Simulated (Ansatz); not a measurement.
# How fast states decay through Zn2CdS3, part 3 of 3

Aim: relax a made-up compound, Zn2CdS3, and see how good a tunnel barrier it would be. It is built by putting Cd for part of the Zn in the ZnS structure of space group R3m, with the volume rescaled by atomic radii. The parent structure comes from the Materials Project.

Ansatz 0.2.0; r2SCAN DFT, plane waves, PAW files (the session's first sound run).

So far, decay constant at the filling level, zone centre (Å⁻¹): step 4 (complex bands, plane (001)) 0.151.

The structure was built from a prototype and need not be the compound's stable phase.

## Step 6: Complex bands, plane (101)

Level of this step: r2SCAN DFT, plane waves, PAW files; complex bands by layer matching along the plane's normal (Ansatz).

The same for the (101) plane, at (0, 0) and (0.5, 0), to see how the decay depends on direction.

Contents of input.yaml:

```yaml
crystal:
  lattice:
    - [9.968133183, 0.0, 0.0]
    - [0.765638788, 3.831158579, 0.0]
    - [0.765638788, 1.839074658, 3.360889832]
  atoms:
    - { symbol: Zn, position: [0.9908532367, 0.0030489211, 0.0030489211] }
    - { symbol: Zn, position: [0.6753706455, 0.7748764515, 0.7748764515] }
    - { symbol: Cd, position: [0.3389097467, 0.5536967511, 0.5536967511] }
    - { symbol: S, position: [0.2302102314, 0.9232632562, 0.9232632562] }
    - { symbol: S, position: [0.5993069828, 0.4668976724, 0.4668976724] }
    - { symbol: S, position: [0.9153271569, 0.6948909477, 0.6948909477] }
kpoints:
  mp_grid: { grid: [8, 8, 8] }
scf:
  occupations: { method: fixed }
hamiltonian:
  xc: r2scan
output:
  eigenvalues: true
  transmission:
    leads: [[0, 0]]
    kpoints: [[0.0, 0.0], [0.5, 0.0]]
    e_range: [-1.0, 3.01]
    de: 0.07
```

Launch:

```sh
ansatz run input.yaml --threads 2 --pin off --max-ram 4096MiB --backend cpu --events-out ev --progress --plain --runs-dir out
```

Numbers of over 12 decimals in the logs are rounded to 6 here.

Output:

```text
[...]
Crystal: 6 atoms, lattice volume = 128.351 Å³
Basis set: ecut = 500 eV, 3239 PW (Γ), exchange–correlation on 300×120×120 points (64 copies of the dense FFT grid, shifted against one another)
Bands: 38, of which v1, the nominal top of the filled ones, is band 31 counted from 1 (30 counted from 0)
Symmetry: 6 space group operations
[...]
k-points: 65 of 512 (time reversal used)
[...]
SCF iter   1: F=—  HF=-17642.328506 eV  |F-HF|=—  |Δ(HF+E_count)|=         —  Δρ=1.28e-2  dr2=1.09e-1  dr2_τ=2.90e-2  ethr=1.77e-3  ⟨swp⟩=4.9  Hψ=8264  notcnv=0  defer=278
[...]
SCF iter   9: F=-17642.334267 eV  HF=-17642.334267 eV  |F-HF|=7.46e-10  |Δ(HF+E_count)|=   9.56e-8  Δρ=4.23e-6  dr2=2.44e-8  dr2_τ=5.96e-10  ethr=1.61e-10  ⟨swp⟩=1.6  Hψ=6428  notcnv=0
SCF 1 converged in 9 iterations: F = -17642.334267 eV  dr2 = 2.44e-8
[...]
transmission: 5 of 10 steps passed
transmission: 10 of 10 steps passed
SCF converged after 9 iterations
Free energy (F): -17642.334267 eV
[...]
Internal energy: -17642.334267 eV  (E = F + TS)
E sigma→0 (E₀):  -17642.334267 eV
Fermi energy:    6.113616 eV
[...]
--- Band table (eV; the first three rows and the last of 65) ---
  k-point 0: bands = [... 27 lower, 5.4027, 5.8519, 6.1136, 6.1136, 8.1279, 9.4993, 9.9831, 12.5728, ... 3 higher]
  k-point 1: bands = [... 27 lower, 5.2287, 5.3323, 5.7816, 5.9919, 8.8594, 10.1565, 10.5204, 12.3063, ... 3 higher]
  k-point 2: bands = [... 27 lower, 4.4415, 4.8278, 5.4167, 5.6990, 9.6206, 10.6073, 10.9378, 11.8656, ... 3 higher]
  k-point 64: bands = [... 27 lower, 5.5634, 5.5634, 6.0286, 6.0286, 9.1646, 9.3875, 9.7178, 12.1527, ... 3 higher]
--- Transmission ---
  basis      : 401 plane waves across, 5 finite elements along
  points     : 2, as listed
[...]
crystal 0  : S3Cd1Zn2, at the sites [0, 0], period 3.3609 Å: whole cells are its period
[...]
channels       : 0.000000e0 a spin
[...]
slowest decay  : 0.1551 /Å at (0.0000, 0.0000)
```

Wall time 2.2 min (2 threads of Intel Xeon Platinum 8259CL at 2.50GHz (Skylake/Cascade Lake), shared host); peak memory 1.9 GiB; 4.4 min of CPU time.

Numbers from this step:

```
decay constant at the filling level, zone centre          : 0.1551 Å⁻¹
decay constant at the filling level, slowest listed point : 0.1551 Å⁻¹
```

K parallel (0, 0); values up to 1.5 1/Å, a degenerate pair printed once or twice; energies at which all values exceed this have no row. The Im kz of the slowest decaying states by energy, zero at the highest filled level on the SCF mesh:

```csv
energy (eV),decay 1 (Å⁻¹),decay 2 (Å⁻¹),decay 3 (Å⁻¹),decay 4 (Å⁻¹)
-1.00,0.0187,0.0344,0.279,0.391
-0.86,0.0963,0.139,0.175,0.410
-0.65,0.0602,0.133,0.147,0.258
-0.51,0.104,0.171,0.241,0.289
-0.37,0.124,0.191,0.311,0.453
-0.23,0.111,0.209,0.346,0.461
-0.02,0.227,0.251,0.385,0.470
0.12,0.0764,0.223,0.232,0.353
0.26,0.107,0.239,0.325,0.418
0.47,0.133,0.249,0.426,0.436
0.61,0.144,0.255,0.454,0.456
0.75,0.151,0.260,0.474,0.475
0.89,0.155,0.264,0.479,0.489
1.10,0.154,0.269,0.476,0.508
1.24,0.151,0.270,0.472,0.519
1.38,0.144,0.265,0.276,0.468
1.52,0.133,0.261,0.279,0.463
1.73,0.108,0.255,0.280,0.453
1.87,0.0805,0.249,0.279,0.445
2.01,0.0143,0.243,0.277,0.436
2.22,0.231,0.272,0.419,0.561
2.36,0.221,0.267,0.406,0.565
2.50,0.210,0.261,0.391,0.568
2.64,0.197,0.253,0.374,0.568
2.85,0.172,0.239,0.340,0.558
2.99,0.151,0.227,0.311,0.529
```

K parallel (0, 0). The Re kz of states that move upwards by energy, zero at the highest filled level on the SCF mesh:

```csv
energy (eV),channel 1 (Å⁻¹),channel 2 (Å⁻¹),channel 3 (Å⁻¹),channel 4 (Å⁻¹),channel 5 (Å⁻¹)
-1.00,-0.612,-0.308,-0.278,-0.143,-
-0.86,-0.546,-0.250,-0.215,-0.0995,-
-0.65,-0.652,-0.443,-0.206,-,-
-0.51,-0.538,-0.365,-0.175,-,-
-0.37,-0.435,-0.267,-0.137,-,-
-0.23,-0.329,-0.135,-,-,-
-0.02,-0.0927,-0.0327,-,-,-
0.12,-,-,-,-,-
0.26,-,-,-,-,-
0.47,-,-,-,-,-
0.61,-,-,-,-,-
0.75,-,-,-,-,-
0.89,-,-,-,-,-
1.10,-,-,-,-,-
1.24,-,-,-,-,-
1.38,-,-,-,-,-
1.52,-,-,-,-,-
1.73,-,-,-,-,-
1.87,-,-,-,-,-
2.01,-,-,-,-,-
2.22,0.107,-,-,-,-
2.36,0.144,-,-,-,-
2.50,0.177,-,-,-,-
2.64,0.209,-,-,-,-
2.85,0.258,-,-,-,-
2.99,0.292,-,-,-,-
```

K parallel (0.5, 0); values up to 1.5 1/Å, a degenerate pair printed once or twice; energies at which all values exceed this have no row. Table of Im kz of the slowest decaying states by energy, zero at the highest filled level on the SCF mesh:

```csv
energy (eV),decay 1 (Å⁻¹),decay 2 (Å⁻¹),decay 3 (Å⁻¹),decay 4 (Å⁻¹)
-1.00,0.0486,0.0779,0.135,0.329
-0.86,0.122,0.213,0.354,0.735
-0.65,0.163,0.281,0.398,0.773
-0.51,0.0581,0.115,0.182,0.312
-0.37,0.119,0.197,0.238,0.334
-0.23,0.154,0.210,0.322,0.339
-0.02,0.0752,0.156,0.191,0.224
0.12,0.128,0.210,0.230,0.273
0.26,0.160,0.231,0.351,0.415
0.47,0.192,0.243,0.431,0.438
0.61,0.207,0.250,0.457,0.459
0.75,0.219,0.255,0.474,0.480
0.89,0.227,0.259,0.490,0.497
1.10,0.236,0.263,0.509,0.517
1.24,0.239,0.265,0.520,0.528
1.38,0.240,0.265,0.530,0.537
1.52,0.239,0.258,0.271,0.538
1.73,0.235,0.250,0.274,0.543
1.87,0.230,0.244,0.274,0.540
2.01,0.223,0.237,0.272,0.536
2.22,0.209,0.225,0.267,0.528
2.36,0.196,0.215,0.261,0.503
2.50,0.181,0.203,0.254,0.470
2.64,0.161,0.188,0.245,0.435
2.85,0.118,0.160,0.227,0.378
2.99,0.0678,0.135,0.211,0.334
```

At the listed wavevectors the last open channel is at -0.02 eV and the next at +2.08 eV on the grid. At +1.03 eV, the grid energy nearest the filling level (the middle of the gap on the SCF mesh), the slowest state at the listed wavevectors decays with κ = 0.155 Å⁻¹, its amplitude falling by e over 6.4 Å; the first such run, plane (001), gave 0.151 Å⁻¹.

## Step 7: Band edges at another level, cutoff 420 eV

This step: LDA DFT, plane waves, PAW files (Ansatz 0.2.0).

The edges again with LDA, at the same atoms. Against that run the cutoff is 420 eV against 500.

Contents of input.yaml:

```yaml
crystal:
  lattice:
    - [1.9534571158, 1.1278289917, 9.709566737]
    - [-1.9534571158, 1.1278289917, 9.709566737]
    - [0.0, -2.2556579833, 9.709566737]
  atoms:
    - { symbol: Zn, position: [0.9969510789, 0.9969510789, 0.9969510789] }
    - { symbol: Zn, position: [0.2251235485, 0.2251235485, 0.2251235485] }
    - { symbol: Cd, position: [0.4463032489, 0.4463032489, 0.4463032489] }
    - { symbol: S, position: [0.0767367438, 0.0767367438, 0.0767367438] }
    - { symbol: S, position: [0.5331023276, 0.5331023276, 0.5331023276] }
    - { symbol: S, position: [0.3051090523, 0.3051090523, 0.3051090523] }
kpoints:
  mp_grid: { grid: [8, 8, 8] }
  band_path: { path: [VBM, CBM], npoints: 30 }
scf:
  occupations: { method: fixed }
hamiltonian:
  xc: lda
output:
  eigenvalues: true
```

Output:

```text
[...]
Crystal: 6 atoms, lattice volume = 128.351 Å³
Basis set: ecut = 420 eV, 2553 PW (Γ), FFT grids on a1−a3, a2−a3, a3
Bands: 38, of which v1, the nominal top of the filled ones, is band 31 counted from 1 (30 counted from 0)
Symmetry: 6 space group operations
[...]
k-points: 65 of 512 (time reversal used)
[...]
SCF iter   1: F=—  HF=-17223.292510 eV  |F-HF|=—  |Δ(HF+E_count)|=         —  Δρ=7.67e-3  dr2=7.71e-2  ethr=1.77e-3  ⟨swp⟩=5.0  Hψ=8193  notcnv=0  defer=304
[...]
SCF iter   8: F=-17223.268350 eV  HF=-17223.268350 eV  |F-HF|=6.69e-8  |Δ(HF+E_count)|=   8.77e-8  Δρ=7.27e-6  dr2=4.39e-8  ethr=1.61e-10  ⟨swp⟩=9.0  Hψ=9219  notcnv=0
SCF 1 converged in 8 iterations: F = -17223.268350 eV  dr2 = 4.39e-8
[...]
SCF converged after 8 iterations
Free energy (F): -17223.268350 eV
[...]
Internal energy: -17223.268350 eV  (E = F + TS)
E sigma→0 (E₀):  -17223.268350 eV
Fermi energy:    6.106012 eV
[...]
--- Band table (eV; the first three rows and the last of 65) ---
  k-point 0: bands = [... 27 lower, 5.3974, 5.8330, 6.1060, 6.1060, 7.3594, 8.7683, 9.2560, 11.8937, ... 3 higher]
  k-point 1: bands = [... 27 lower, 5.2242, 5.2543, 5.7672, 5.9840, 8.1813, 9.4466, 9.8151, 11.6455, ... 3 higher]
  k-point 2: bands = [... 27 lower, 4.4442, 4.8266, 5.3988, 5.6914, 8.9455, 9.9449, 10.2651, 11.2290, ... 3 higher]
  k-point 64: bands = [... 27 lower, 5.5568, 5.5568, 6.0197, 6.0197, 8.4702, 8.6546, 9.0197, 11.4673, ... 3 higher]
```

Wall time 24 s (2 threads); peak memory 0.57 GiB; 48 s of CPU time.

This step gave:

| Property | Result |
| --- | --- |
| free energy | -17223.2684 eV |
| Fermi energy | 6.106 eV |
| gap on the k-mesh | 1.253 eV |
| gap on path | 1.253 eV, by band count; negative where bands overlap |
| direct gap on path | 1.253 eV |
| edge places on path | 0.001123, 0.001629 1/A along the path |

Electronic bands along the path, in eV, zero at the Fermi level (highest filled level under fixed occupations); v1 is the highest filled band, c1 the lowest empty one:

```csv
point,v4,v3,v2,v1,c1,c2,c3,c4
VBM,-0.71,-0.27,0.00,0.00,1.25,2.66,3.15,5.79
halfway,-0.71,-0.27,0.00,0.00,1.25,2.66,3.15,5.79
CBM,-0.71,-0.27,0.00,0.00,1.25,2.66,3.15,5.79
```

The searched edges give 1.25 eV, as on the mesh.

## Step 8: Complex bands at another level, cutoff 420 eV

This step: LDA DFT, plane waves, PAW files; complex bands by layer matching along the plane's normal (Ansatz 0.2.0).

The complex bands at that level, over its own gap, at (0, 0) and (0.5, 0).

Contents of input.yaml:

```yaml
crystal:
  lattice:
    - [3.906914232, 0.0, 0.0]
    - [1.953457116, 3.383486975, 0.0]
    - [1.953457116, -1.127828992, 9.709566737]
  atoms:
    - { symbol: Zn, position: [0.9939021578, 0.0030489211, 0.0091467633] }
    - { symbol: Zn, position: [0.450247097, 0.7748764515, 0.3246293545] }
    - { symbol: Cd, position: [0.8926064978, 0.5536967511, 0.6610902533] }
    - { symbol: S, position: [0.1534734876, 0.9232632562, 0.7697897686] }
    - { symbol: S, position: [0.0662046552, 0.4668976724, 0.4006930172] }
    - { symbol: S, position: [0.6102181046, 0.6948909477, 0.0846728431] }
kpoints:
  mp_grid: { grid: [8, 8, 8] }
scf:
  occupations: { method: fixed }
hamiltonian:
  xc: lda
output:
  eigenvalues: true
  transmission:
    leads: [[0, 0]]
    kpoints: [[0.0, 0.0], [0.5, 0.0]]
    e_range: [-1.0, 2.25]
    de: 0.05
```

Output:

```text
[...]
Crystal: 6 atoms, lattice volume = 128.351 Å³
Basis set: ecut = 420 eV, 2553 PW (Γ)
Bands: 38, of which v1, the nominal top of the filled ones, is band 31 counted from 1 (30 counted from 0)
Symmetry: 6 space group operations
[...]
k-points: 65 of 512 (time reversal used)
[...]
SCF iter   1: F=—  HF=-17223.292558 eV  |F-HF|=—  |Δ(HF+E_count)|=         —  Δρ=7.67e-3  dr2=7.71e-2  ethr=1.77e-3  ⟨swp⟩=5.0  Hψ=8197  notcnv=0  defer=306
[...]
SCF iter   8: F=-17223.268350 eV  HF=-17223.268350 eV  |F-HF|=6.38e-8  |Δ(HF+E_count)|=   8.74e-8  Δρ=7.14e-6  dr2=4.26e-8  ethr=1.61e-10  ⟨swp⟩=9.1  Hψ=9219  notcnv=0
SCF 1 converged in 8 iterations: F = -17223.268350 eV  dr2 = 4.26e-8
[...]
transmission: 12 of 24 steps passed
transmission: 24 of 24 steps passed
SCF converged after 8 iterations
Free energy (F): -17223.268350 eV
[...]
Internal energy: -17223.268350 eV  (E = F + TS)
E sigma→0 (E₀):  -17223.268350 eV
Fermi energy:    6.106011 eV
[...]
--- Band table (eV; the first three rows and the last of 65) ---
  k-point 0: bands = [... 27 lower, 5.3974, 5.8330, 6.1060, 6.1060, 7.3594, 8.7683, 9.2560, 11.8937, ... 3 higher]
  k-point 1: bands = [... 27 lower, 5.4226, 5.6430, 6.0952, 6.0952, 7.5282, 8.7638, 9.2409, 11.8254, ... 3 higher]
  k-point 2: bands = [... 27 lower, 5.4790, 5.4790, 6.0670, 6.0670, 7.8838, 8.7498, 9.1867, 11.6693, ... 3 higher]
  k-point 64: bands = [... 27 lower, 3.6052, 4.0562, 4.3478, 4.7304, 10.0804, 10.4543, 10.5860, 11.3442, ... 3 higher]
--- Transmission ---
  basis      : 121 plane waves across, 12 finite elements along
  points     : 2, as listed
[...]
crystal 0  : Zn2S3Cd1, at the sites [0, 0], period 9.7096 Å: whole cells are its period
[...]
channels       : 0.000000e0 a spin
[...]
slowest decay  : 0.1086 /Å at (0.0000, 0.0000)
```

Elapsed: 21 s, on 2 threads; peak memory 0.56 GiB; 42 s of CPU time.

Numbers from this step:

```
level to which the leads are filled                       : 0.6267 eV from the Fermi level
decay constant at the filling level, zone centre          : 0.1086 Å⁻¹
decay constant at the filling level, slowest listed point : 0.1086 Å⁻¹
```

K parallel (0, 0); values up to 1.5 1/Å, a degenerate pair printed once or twice; energies at which all values exceed this have no row. The Im kz of the slowest decaying states by energy, zero at the highest filled level on the SCF mesh:

```csv
energy (eV),decay 1 (Å⁻¹),decay 2 (Å⁻¹),decay 3 (Å⁻¹),decay 4 (Å⁻¹)
-1.000,1.11,1.36,1.50,-
-0.800,0.125,1.09,1.38,-
-0.600,1.06,1.40,-,-
-0.400,0.162,1.03,1.43,-
-0.200,0.0464,0.162,1.00,1.46
0.000,0.00978,0.0836,0.978,1.49
0.200,0.101,0.294,0.954,-
0.400,0.109,0.383,0.930,1.48
0.600,0.110,0.442,0.908,1.41
0.800,0.102,0.486,0.887,1.36
1.000,0.0838,0.519,0.868,1.32
1.200,0.0418,0.546,0.854,1.28
1.400,0.568,0.846,1.25,1.38
1.600,0.585,0.855,1.21,1.33
1.800,0.598,0.939,1.18,1.20
2.000,0.609,0.833,1.15,1.29
2.200,0.617,0.661,1.12,1.50
```

K parallel (0, 0). The Re kz of states that move upwards by energy, zero at the highest filled level on the SCF mesh:

```csv
energy (eV),channel 1 (Å⁻¹),channel 2 (Å⁻¹),channel 3 (Å⁻¹)
-1.00,-0.180,-0.00450,-0.00450
-0.90,-0.164,-,-
-0.80,-0.147,-,-
-0.65,-0.120,0.131,0.131
-0.55,-0.0999,0.311,0.311
-0.45,-0.0777,-,-
-0.35,-0.0498,-,-
-0.20,-,-,-
-0.10,-,-,-
0.00,-,-,-
0.10,-,-,-
0.25,-,-,-
0.35,-,-,-
0.45,-,-,-
0.55,-,-,-
0.70,-,-,-
0.80,-,-,-
0.90,-,-,-
1.00,-,-,-
1.15,-,-,-
1.25,-,-,-
1.35,0.0596,-,-
1.45,0.0882,-,-
1.60,0.124,-,-
1.70,0.145,-,-
1.80,0.166,-,-
1.90,0.188,-,-
2.05,0.220,-,-
2.15,0.244,-,-
2.25,0.270,-,-
```

K parallel (0.5, 0); values up to 1.5 1/Å, a degenerate pair printed once or twice; energies at which all values exceed this have no row. Im kz of the slowest decaying states against energy, zero at the highest filled level on the SCF mesh:

```csv
energy (eV),decay 1 (Å⁻¹),decay 2 (Å⁻¹),decay 3 (Å⁻¹),decay 4 (Å⁻¹)
-1.000,0.0297,0.192,0.212,1.18
-0.800,0.0640,0.222,0.241,1.17
-0.600,0.234,0.244,0.260,1.17
-0.400,0.260,0.275,0.309,1.17
-0.200,0.272,0.285,0.360,1.18
0.000,0.281,0.292,0.398,1.21
0.200,0.287,0.296,0.428,1.28
0.400,0.290,0.298,0.452,1.21
0.600,0.291,0.298,0.472,1.11
0.800,0.290,0.295,0.487,1.03
1.000,0.287,0.290,0.500,0.972
1.200,0.281,0.284,0.511,0.918
1.400,0.273,0.275,0.519,0.867
1.600,0.262,0.263,0.525,0.818
1.800,0.248,0.249,0.529,0.769
2.000,0.230,0.231,0.532,0.720
2.200,0.207,0.209,0.533,0.670
```

At the listed wavevectors the last open channel is at -0.05 eV and the next at +1.30 eV on the grid. At +0.65 eV, the grid energy nearest the filling level (the middle of the gap on the SCF mesh), the slowest state at the listed wavevectors decays with κ = 0.109 Å⁻¹, its amplitude falling by e over 9.2 Å; the first such run, plane (001), gave 0.151 Å⁻¹.

## Step 9: What came out

```
band gap                                         : 2.01 eV
least decay constant at mid-gap, normal to (001) : 0.151 Å⁻¹
least decay constant at mid-gap, normal to (101) : 0.155 Å⁻¹
least decay constant on a mesh, normal to (001)  : 0.151 Å⁻¹
least decay constant, LDA                        : 0.109 Å⁻¹
```

In words: With r2SCAN, the slowest decay at the wavevectors tried is κ = 0.151 Å⁻¹, normal to (001). Through such a film the transmission near mid-gap falls as exp(−2κd), a factor of ten every 7.6 Å. The directions tried decay at nearly the same rate. A free electron under a barrier of half the gap would need a mass of 0.086 mₑ to decay at this rate. With LDA the gap goes from 2.01 to 1.25 eV and the decay constant, over the first 2 listed wavevectors, from 0.151 to 0.109 Å⁻¹. The compound is made up by substitution; its stability against other phases and against distortions of the cell's symmetry was not tested. r2SCAN still narrows gaps, if less than LDA and GGA do, so real decay constants are likely larger.

[Logs are printed without paths, hosts, clocks, repeated set-up lines and the standing remarks that a program may print on its own settings, such as how far it seeks lower states.]

[Hosts, paths, dates, database ids (printed as entryN), source tags and the programs' standing remarks are cut or masked in the printed files.]
